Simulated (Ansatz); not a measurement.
# Zr2CF2 monolayer: the cell at rest

Aim: bring Zr2CF2 monolayer to small forces and stress, as phonons need.

Method: DFT PBE, scalar-relativistic, plane waves, PAW, in Ansatz 0.2.0.

## (1) Starting point

The cell holds 5 atoms: 1 C, 2 Zr and 2 F. Cell: a = 3.300 Å, b = 3.300 Å, c = 20.000 Å, α = 90.0°, β = 90.0°, γ = 120.0°. Vacuum lies along c.

## (2) A coarse first look

First a cheap look: the gap decides the mesh and the occupations, the pressure tells how far the cell has to move.

The program solves this slab on a cell height of its own, 33.2 Å, in place of the one typed.

Contents of input.yaml:

```yaml
crystal:
  lattice:
    - [3.3, 0.0, 0.0]
    - [-1.65, 2.85788, 0.0]
    - [0.0, 0.0, 20.0]
  atoms:
    - { symbol: C, position: [0.0, 0.0, 0.5] }
    - { symbol: Zr, position: [0.333333, 0.666667, 0.56] }
    - { symbol: Zr, position: [0.666667, 0.333333, 0.44] }
    - { symbol: F, position: [0.666667, 0.333333, 0.6175] }
    - { symbol: F, position: [0.333333, 0.666667, 0.3825] }
  periodic: [true, true, false]
kpoints:
  mp_grid: { grid: [6, 6, 1] }
hamiltonian:
  xc: pbe
scf:
  occupations: { method: gaussian, width: 0.1 }
output:
  forces: true
  stress: true
  eigenvalues: true
```

Run with:

```bash
> ansatz run input.yaml --threads 8 --pin off --max-ram 14336MiB --backend cpu --events-out ev --progress --plain --runs-dir out
```

Numbers of over 12 decimals in the logs are rounded to 6 here.

The log of the run:

```text
[...]
k-point 1: bands = [... 17 lower, -6.7267, -6.4505, -5.9493, -3.3886, -2.1328, -1.8814, -1.1120 (-1.1120°), -0.9615, ... 1 higher]
  k-point 2: bands = [... 17 lower, -6.9537, -6.3052, -5.9477, -4.3701, -1.0068, -0.7422, -0.6762, 0.1469, ... 1 higher]
  k-point 6: bands = [... 17 lower, -6.8425, -6.8425, -6.1912, -2.4218, -1.5949, -1.5949, 0.0441, 0.4174, ... 1 higher]
  ° read free of the cell's end (the report's vacuum.weakly_bound_levels)
[key lines of the parts left out:]
SCF converged after 7 iterations
Free energy (F): -10240.742425 eV
Fermi energy:    -2.942505 eV
P = ½ c Tr σ = 6.2225 N/m
```

Run time: 1.4 s. Hardware: 8 threads of Intel Xeon 6975P-C (Granite Rapids), shared host; peak memory 0.74 GiB; 5.3 s of CPU time.

This step gave:

| Item | Value |
| --- | --- |
| gap on the k-mesh | 0 eV |
| area per atom | 1.886 Å² |

The coarse mesh shows no gap.

## (3) Rough relaxation

A rough relaxation comes first, because large forces or stress need no tight tolerances yet.

The program solves this slab on a cell height of its own, 33.2 Å, in place of the one typed.

Changes to input.yaml since step 2:

```diff
@@ -13,3 +13,3 @@
 kpoints:
-  mp_grid: { grid: [6, 6, 1] }
+  mp_grid: { grid: [9, 9, 1] }
 hamiltonian:
@@ -22 +22,6 @@
   eigenvalues: true
+relax:
+  adjacent_minimum: "off"
+  f_tol: 0.05
+  max_steps: 80
+  cell: { stress_2d_tol: 0.02 }
```

The log of the run:

```text
[...]
Crystal: 5 atoms, lattice volume = 313.109 Å³
Basis set: ecut = 420 eV, 6243 PW (Γ), exchange–correlation on 48×48×450 points (8 copies of the dense FFT grid, shifted against one another)
Bands: 26, of which v1, the nominal top of the filled ones, is band 21 counted from 1 (20 counted from 0)
Symmetry: 12 space group operations
[...]
cell:  # Å, volume = 314.2099 Å³
    - [3.305793, 0, 0]
    - [-1.652896, 2.862900, 0]
    - [0, 0, 33.2]
  atoms:
    - { symbol: C, position: [0, 0, 0.301205] }
    - { symbol: Zr, position: [0.333333, 0.666667, 0.338135] }
    - { symbol: Zr, position: [0.666667, 0.333333, 0.264275] }
    - { symbol: F, position: [0.666667, 0.333333, 0.378410] }
    - { symbol: F, position: [0.333333, 0.666667, 0.224000] }
[key lines of the parts left out:]
SCF converged after 5 iterations
Free energy (F): -10241.087022 eV
Fermi energy:    -4.117817 eV
P = ½ c Tr σ = 0.0018 N/m
```

Elapsed: 16 s, on 8 threads; peak memory 0.96 GiB.

Relaxation path:

```csv
step,energy less that of the first step (eV),largest force component (eV/Å),volume (Å³)
1,0.0000,1.8907,313.11
2,-0.3686,0.4735,313.81
3,-0.3761,0.1226,315.78
4,-0.3784,0.0198,314.26
5,-0.3785,0.0059,314.19
6,-0.3785,0.0004,314.12
7*,-0.3792,0.0003,314.12
8,-0.3791,0.0001,314.21
9*,-0.3792,0.0001,314.21
```

Relaxation steps marked * repeat the geometry before them on a plane-wave basis chosen anew for their cell, so energy and pressure can jump there.

Forces are held to the 12 operations that the run works with; a distortion that breaks them can't arise in this run.

```csv
cell as run,before,after,change
a (Å),3.300,3.306,+0.2 %
b (Å),3.300,3.306,+0.2 %
```

The atoms that moved most (Å, along periodic axes as changes of fractional coordinates times the final cell, across vacuum about the mean position):

```csv
atom,dx,dy,dz,length
F4,0.000,0.000,0.213,0.213
F5,0.000,0.000,-0.213,0.213
Zr3,0.000,0.000,-0.026,0.026
Zr2,0.000,0.000,0.026,0.026
```

The relaxed structure:

```xyz
5
Lattice="3.3058 0.0000 0.0000 -1.6529 2.8629 0.0000 0.0000 0.0000 33.2000" Properties=species:S:1:pos:R:3
C     0.0000    0.0000   10.0000
Zr    0.0000    1.9086   11.2261
Zr    1.6529    0.9543    8.7739
F     1.6529    0.9543   12.5632
F     0.0000    1.9086    7.4368
```

Numbers from this step:

* area per atom: 1.893 Å²

The relaxation ends with a largest force component of 9.5e-5 eV/Å.

## (4) Bringing the structure to rest

The cell and atoms are relaxed, since residual forces and stress would shift the frequencies.

Contents of input.yaml:

```yaml
crystal:
  lattice:
    - [3.3057925778, 0.0, 0.0]
    - [-1.6528962889, 2.862900352, 0.0]
    - [0.0, 0.0, 33.2]
  atoms:
    - { symbol: C, position: [0.0, 0.0, 0.3012048193] }
    - { symbol: Zr, position: [0.3333333333, 0.6666666667, 0.338134802] }
    - { symbol: Zr, position: [0.6666666667, 0.3333333333, 0.2642748366] }
    - { symbol: F, position: [0.6666666667, 0.3333333333, 0.3784098198] }
    - { symbol: F, position: [0.3333333333, 0.6666666667, 0.2239998187] }
  periodic: [true, true, false]
kpoints:
  mp_grid: { grid: [12, 12, 1] }
hamiltonian:
  xc: pbe
scf:
  occupations: { method: gaussian, width: 0.1 }
output:
  forces: true
  stress: true
  eigenvalues: true
  write_density: true
  write_potential: true
  elf: true
  volumetric_format: npy
relax:
  adjacent_minimum: "off"
  f_tol: 0.005
  max_steps: 80
  cell: { stress_2d_tol: 0.02 }
```

The log of the run:

```text
[...]
Crystal: 5 atoms, lattice volume = 314.210 Å³
Basis set: ecut = 420 eV, 6243 PW (Γ), exchange–correlation on 48×48×450 points (8 copies of the dense FFT grid, shifted against one another)
Bands: 26, of which v1, the nominal top of the filled ones, is band 21 counted from 1 (20 counted from 0)
Symmetry: 12 space group operations
[...]
k-points: 19 of 144
[...]
SCF iter   1: F=—  HF=-10241.084593 eV  |F-HF|=—  |Δ(HF+E_count)|=         —  Δρ=2.97e-3  dr2=2.54e-2  ethr=1.77e-3  ⟨swp⟩=9.9  Hψ=3306  notcnv=0
[...]
SCF iter   7: F=-10241.079380 eV  HF=-10241.079380 eV  |F-HF|=3.46e-8  |Δ(HF+E_count)|=   4.94e-7  Δρ=2.07e-6  dr2=1.77e-8  ethr=2.38e-10  ⟨swp⟩=22.6  Hψ=5801  notcnv=0
SCF 1 converged in 7 iterations: F = -10241.079380 eV  dr2 = 1.77e-8
[...]
relax step   1: F+E_penalty+E_count = -10241.07937960 eV  Δ(F+E_penalty+E_count) = +0.000e0 eV  max|allowed force component| = 1.478e-1 eV/Å  Δτ_max = 0.0000 Å  P = -0.072 N/m  Ω = 314.210 Å³  fix = [c, alpha, beta]  reactions: c -0.000 N/m  (7 SCF iters, dr2 threshold 1.00e-7 eV, accepted)
Crystal: 5 atoms, lattice volume = 313.274 Å³
[...]
SCF iter   5: F=-10241.078561 eV  HF=-10241.078561 eV  |F-HF|=1.49e-7  |Δ(HF+E_count)|=   9.94e-7  Δρ=1.40e-5  dr2=4.10e-7  ethr=1.19e-9  ⟨swp⟩=20.6  Hψ=6499  notcnv=0
SCF 2 converged in 5 iterations: F = -10241.078561 eV  dr2 = 4.10e-7
relax step   2: F+E_penalty+E_count = -10241.07856085 eV  Δ(F+E_penalty+E_count) = +8.188e-4 eV  max|allowed force component| = 2.183e-1 eV/Å  Δτ_max = 0.0149 Å  P = -0.089 N/m  Ω = 313.274 Å³  energy of the carried Pulay correction = +5.444e-4 eV  fix = [c, alpha, beta]  (5 SCF iters, dr2 threshold 5.00e-7 eV, rejected (line search))
Crystal: 5 atoms, lattice volume = 314.051 Å³
[...]
SCF iter  10: F=-10241.080228 eV  HF=-10241.080228 eV  |F-HF|=2.18e-11  |Δ(HF+E_count)|=  3.27e-11  Δρ=1.50e-8  dr2=4.80e-13  ethr=1.00e-12  ⟨swp⟩=11.7  Hψ=3562  notcnv=0
SCF 3 converged in 10 iterations: F = -10241.080228 eV  dr2 = 4.80e-13
relax step   3: F+E_penalty+E_count = -10241.08022826 eV  Δ(F+E_penalty+E_count) = -8.487e-4 eV  max|allowed force component| = 7.919e-3 eV/Å  Δτ_max = 0.0047 Å  P = -0.057 N/m  Ω = 314.051 Å³  energy of the carried Pulay correction = +9.221e-5 eV  fix = [c, alpha, beta]  reactions: c -0.000 N/m  (10 SCF iters, accepted)
[...]
relax step   4: F+E_penalty+E_count = -10241.08033548 eV  Δ(F+E_penalty+E_count) = -1.072e-4 eV  max|allowed force component| = 2.999e-3 eV/Å  Δτ_max = 0.0015 Å  P = -0.014 N/m  Ω = 313.887 Å³  energy of the carried Pulay correction = +1.875e-4 eV  fix = [c, alpha, beta]  reactions: c -0.000 N/m  (5 SCF iters, dr2 threshold 3.92e-9 eV, accepted)
[...]
SCF iter   5: F=-10241.080127 eV  HF=-10241.080127 eV  |F-HF|=2.18e-11  |Δ(HF+E_count)|=  5.82e-11  Δρ=2.20e-8  dr2=8.34e-13  ethr=1.00e-12  ⟨swp⟩=13.8  Hψ=3616  notcnv=0
SCF 5 converged in 5 iterations: F = -10241.080127 eV  dr2 = 8.34e-13
relax step   5: F+E_penalty+E_count = -10241.08012731 eV  Δ(F+E_penalty+E_count) = +2.082e-4 eV  max|allowed force component| = 3.036e-3 eV/Å  Δτ_max = 0.0000 Å  P = -0.019 N/m  Ω = 313.887 Å³  fix = [c, alpha, beta]  reactions: c -0.000 N/m  stress off target by 1.95e-2 N/m on what of the cell is left free  SCF on the basis re-selected at this cell (its energy is not comparable with the rows above)  (5 SCF iters)
basis re-selected at this cell: Δ(F+E_penalty+E_count) = +2.082e-4 eV, ΔP = -0.006 N/m vs the last step (what re-selecting the basis moved, of the pressure what is left beyond the Pulay correction that the steps carried, after the strain that the cell walked since its last selection, with what the two solves' SCF thresholds leave and, on support functions, any second-order correction that the steps lacked; it is no m [...]
WARN: The output density's exchange-correlation potential varies sharply where the density is thin. Do not read a vacuum level from v_tot or v_xc, or from such a field of the output density. On a cell that repeats whose density bears no net charge and no dipole along the vacuum's axis use v_es (v_loc + v_h of the components); under efield.dipole_correction with no amplitude use v_es + v_field, which holds any externa [...]
SCF converged after 5 iterations
Free energy (F): -10241.080127 eV
[...]
Internal energy: -10241.072998 eV  (E = F + TS)
E sigma→0 (E₀):  -10241.076563 eV
Entropy (-TS):   -0.007130 eV (-1.426 meV/atom)
Fermi energy:    -3.987999 eV
[...]
--- Forces (eV/Å), atoms counted from 1 ---
  atom   1  C      0.00000000     0.00000000     0.00000000
  atom   2  Zr    -0.00000000    -0.00000000    -0.00152643
  atom   3  Zr     0.00000000     0.00000000     0.00152643
  atom   4  F      0.00000000    -0.00000000    -0.00303589
  atom   5  F      0.00000000     0.00000000     0.00303589
  max |Σ_I F_I| component: 9.25e-18 eV/Å
--- 2D stress c σ (N/m, compression-positive) ---
       -0.019496       0.000000      -0.000000
        0.000000      -0.019496       0.000000
       -0.000000       0.000000      -0.000000
  P = ½ c Tr σ = -0.0195 N/m
--- Band table (eV; the first three rows and the last of 19) ---
  k-point 0: bands = [... 17 lower, -8.2379, -7.0457, -7.0457, -3.8195, -3.8195, -3.5317, -2.1225, -1.7524, ... 1 higher]
  k-point 1: bands = [... 17 lower, -8.1687, -7.2326, -7.0619, -4.0648, -3.6740, -3.4721, -1.9681, -1.8440, ... 1 higher]
  k-point 2: bands = [... 17 lower, -8.0092, -7.6161, -7.0876, -4.6071, -3.2585, -3.2574, -1.9857, -1.9025, ... 1 higher]
  k-point 18: bands = [... 17 lower, -8.0596, -8.0596, -7.3374, -3.5678, -2.7869, -2.7869, -1.3725, -0.9227, ... 1 higher]
--- Relaxed structure (4 steps of the walk, 3 accepted, 1 SCFs on fresh bases) ---
[...]
cell:  # Å, volume = 313.8870 Å³
    - [3.304093, 0.0, 0]
    - [-1.652047, 2.861429, 0]
    - [0, 0, 33.2]
  atoms:
    - { symbol: C, position: [0, 0, 0.30120481928] }
    - { symbol: Zr, position: [0.333333, 0.666667, 0.338284] }
    - { symbol: Zr, position: [0.666667, 0.333333, 0.264125] }
    - { symbol: F, position: [0.666667, 0.333333, 0.378401] }
    - { symbol: F, position: [0.333333, 0.666667, 0.224009] }
```

Run time: 11 s. Hardware: 8 threads; peak memory 0.99 GiB.

Little changed from the start: no atom moved by 0.005 Å and no cell edge by 0.1 %.

Numbers from this step:

```yaml
area_per_atom: 1.891 Å²
```

ELF in the ac plane at fractional y = 0.333, with atoms of Zr and F within 0.2 Å of it. It is the smooth field of the valence electrons, not physical close to the nuclei.

Ten even steps from '_' (0.00) to '@' (0.74), each cell a mean:
```
__________________________________
__________________________________
__________________________________
__________________________________
__________________________________
__________________________________
__________________________________
__________________________________
__________________________________
__________________________________
__________________________________
__________________________________
__________________________________
__________________..........______
--________..==**%%@@@@%%@@@@@@%%**
..::------::..::==++++****++++--::
++********++++==----------------==
::--====--::::**@@@@%%**##@@@@%%==
::==++++++--::..::::--------::....
__..........______________________
__________________________________
__________________________________
__________________________________
__________________________________
```
Columns run along a (3.3 Å), rows up along c (33.2 Å). Atoms in or near the plane, at fractional coordinates: Zr at (0.67, 0.26), F at (0.67, 0.38).

Electrostatic potential energy in the ac plane at fractional y = 0.333, with atoms of Zr and F within 0.2 Å of it. With pseudopotentials it is smooth inside the atoms' cores, unlike the true potential.

Values in eV, 24 rows by 14 columns, each cell a mean:
```
  0   0   0   0   0   0   0   0   0   0   0   0   0   0
  0   0   0   0   0   0   0   0   0   0   0   0   0   0
  0   0   0   0   0   0   0   0   0   0   0   0   0   0
  0   0   0   0   0   0   0   0   0   0   0   0   0   0
  0   0   0   0   0   0   0   0   0   0   0   0   0   0
  0   0   0   0   0   0   0   0   0   0   0   0   0   0
  0   0   0   0   0   0   0   0   0   0   0   0   0   0
  0   0   0   0   0   0   0   0   0   0   0   0   0   0
  0   0   0   0   0   0   0   0   0   0   0   0   0   0
  0   0   0   0   0   0   0   0   0   0   0   0   0   0
  0   0   0   0   0   0   0   0   0   0   0   0   0   0
  0   0   0   0   0   0   0   0   0   0   0   0   0   0
  0   0   0   0   0   0   0   0   0   0   0   0   0   0
  0   0   0   0   0   0   0   0   0   0   0   0   0   0
 -2  -2  -2  -2  -2  -2  -4 -13 -18 -20 -19 -17  -8  -2
-11 -14 -16 -15 -13 -10  -8 -10 -12 -13 -13 -11  -8  -8
 -7  -9 -10  -9  -8  -7  -6  -7  -8  -9  -8  -7  -7  -6
-11  -7  -5  -5  -8 -16 -26 -30 -31 -31 -31 -30 -29 -21
 -4  -3  -3  -3  -4  -6  -8 -11 -13 -14 -14 -12 -10  -7
  0   0   0   0   0   0   0  -1  -1  -1  -1  -1   0   0
  0   0   0   0   0   0   0   0   0   0   0   0   0   0
  0   0   0   0   0   0   0   0   0   0   0   0   0   0
  0   0   0   0   0   0   0   0   0   0   0   0   0   0
  0   0   0   0   0   0   0   0   0   0   0   0   0   0
```
Columns run along a (3.3 Å; values clipped at the 3rd and 97th percentile), rows up along c (33.2 Å). Atoms in or near the plane, at fractional coordinates: Zr at (0.67, 0.26), F at (0.67, 0.38).

Valence density in the ac plane at fractional y = 0.333, with atoms of Zr and F within 0.2 Å of it. It is the smooth field of the valence electrons, not physical close to the nuclei.

Ten steps, logarithmic in the rise over the least value, from '0' (0.00 × 1e0 e/Å³) to '9' (5.58 × 1e0 e/Å³), each cell a mean:
```
00000000000000000
00000000000000000
00000000000000000
00000000000000000
00000000000000000
00000000000000000
00000000000000000
00000000000000000
00000000000000000
00000000000000000
00000000000000000
00000000000000000
00000000000000000
00000000000000000
21001123579998753
34444433457776543
44554443333443334
43333346788888875
23333322345554432
00000000000000000
00000000000000000
00000000000000000
00000000000000000
00000000000000000
```
Columns run along a (3.3 Å), rows up along c (33.2 Å). Atoms in or near the plane, at fractional coordinates: Zr at (0.67, 0.26), F at (0.67, 0.38).

(Part 1 of 2 ends here.)

[Logs are printed without paths, hosts, clocks, repeated set-up lines and the standing remarks that a program may print on its own settings, such as how far it seeks lower states.]

[Hosts, paths, dates, database ids (printed as entryN), source tags and the programs' standing remarks are cut or masked in the printed files.]
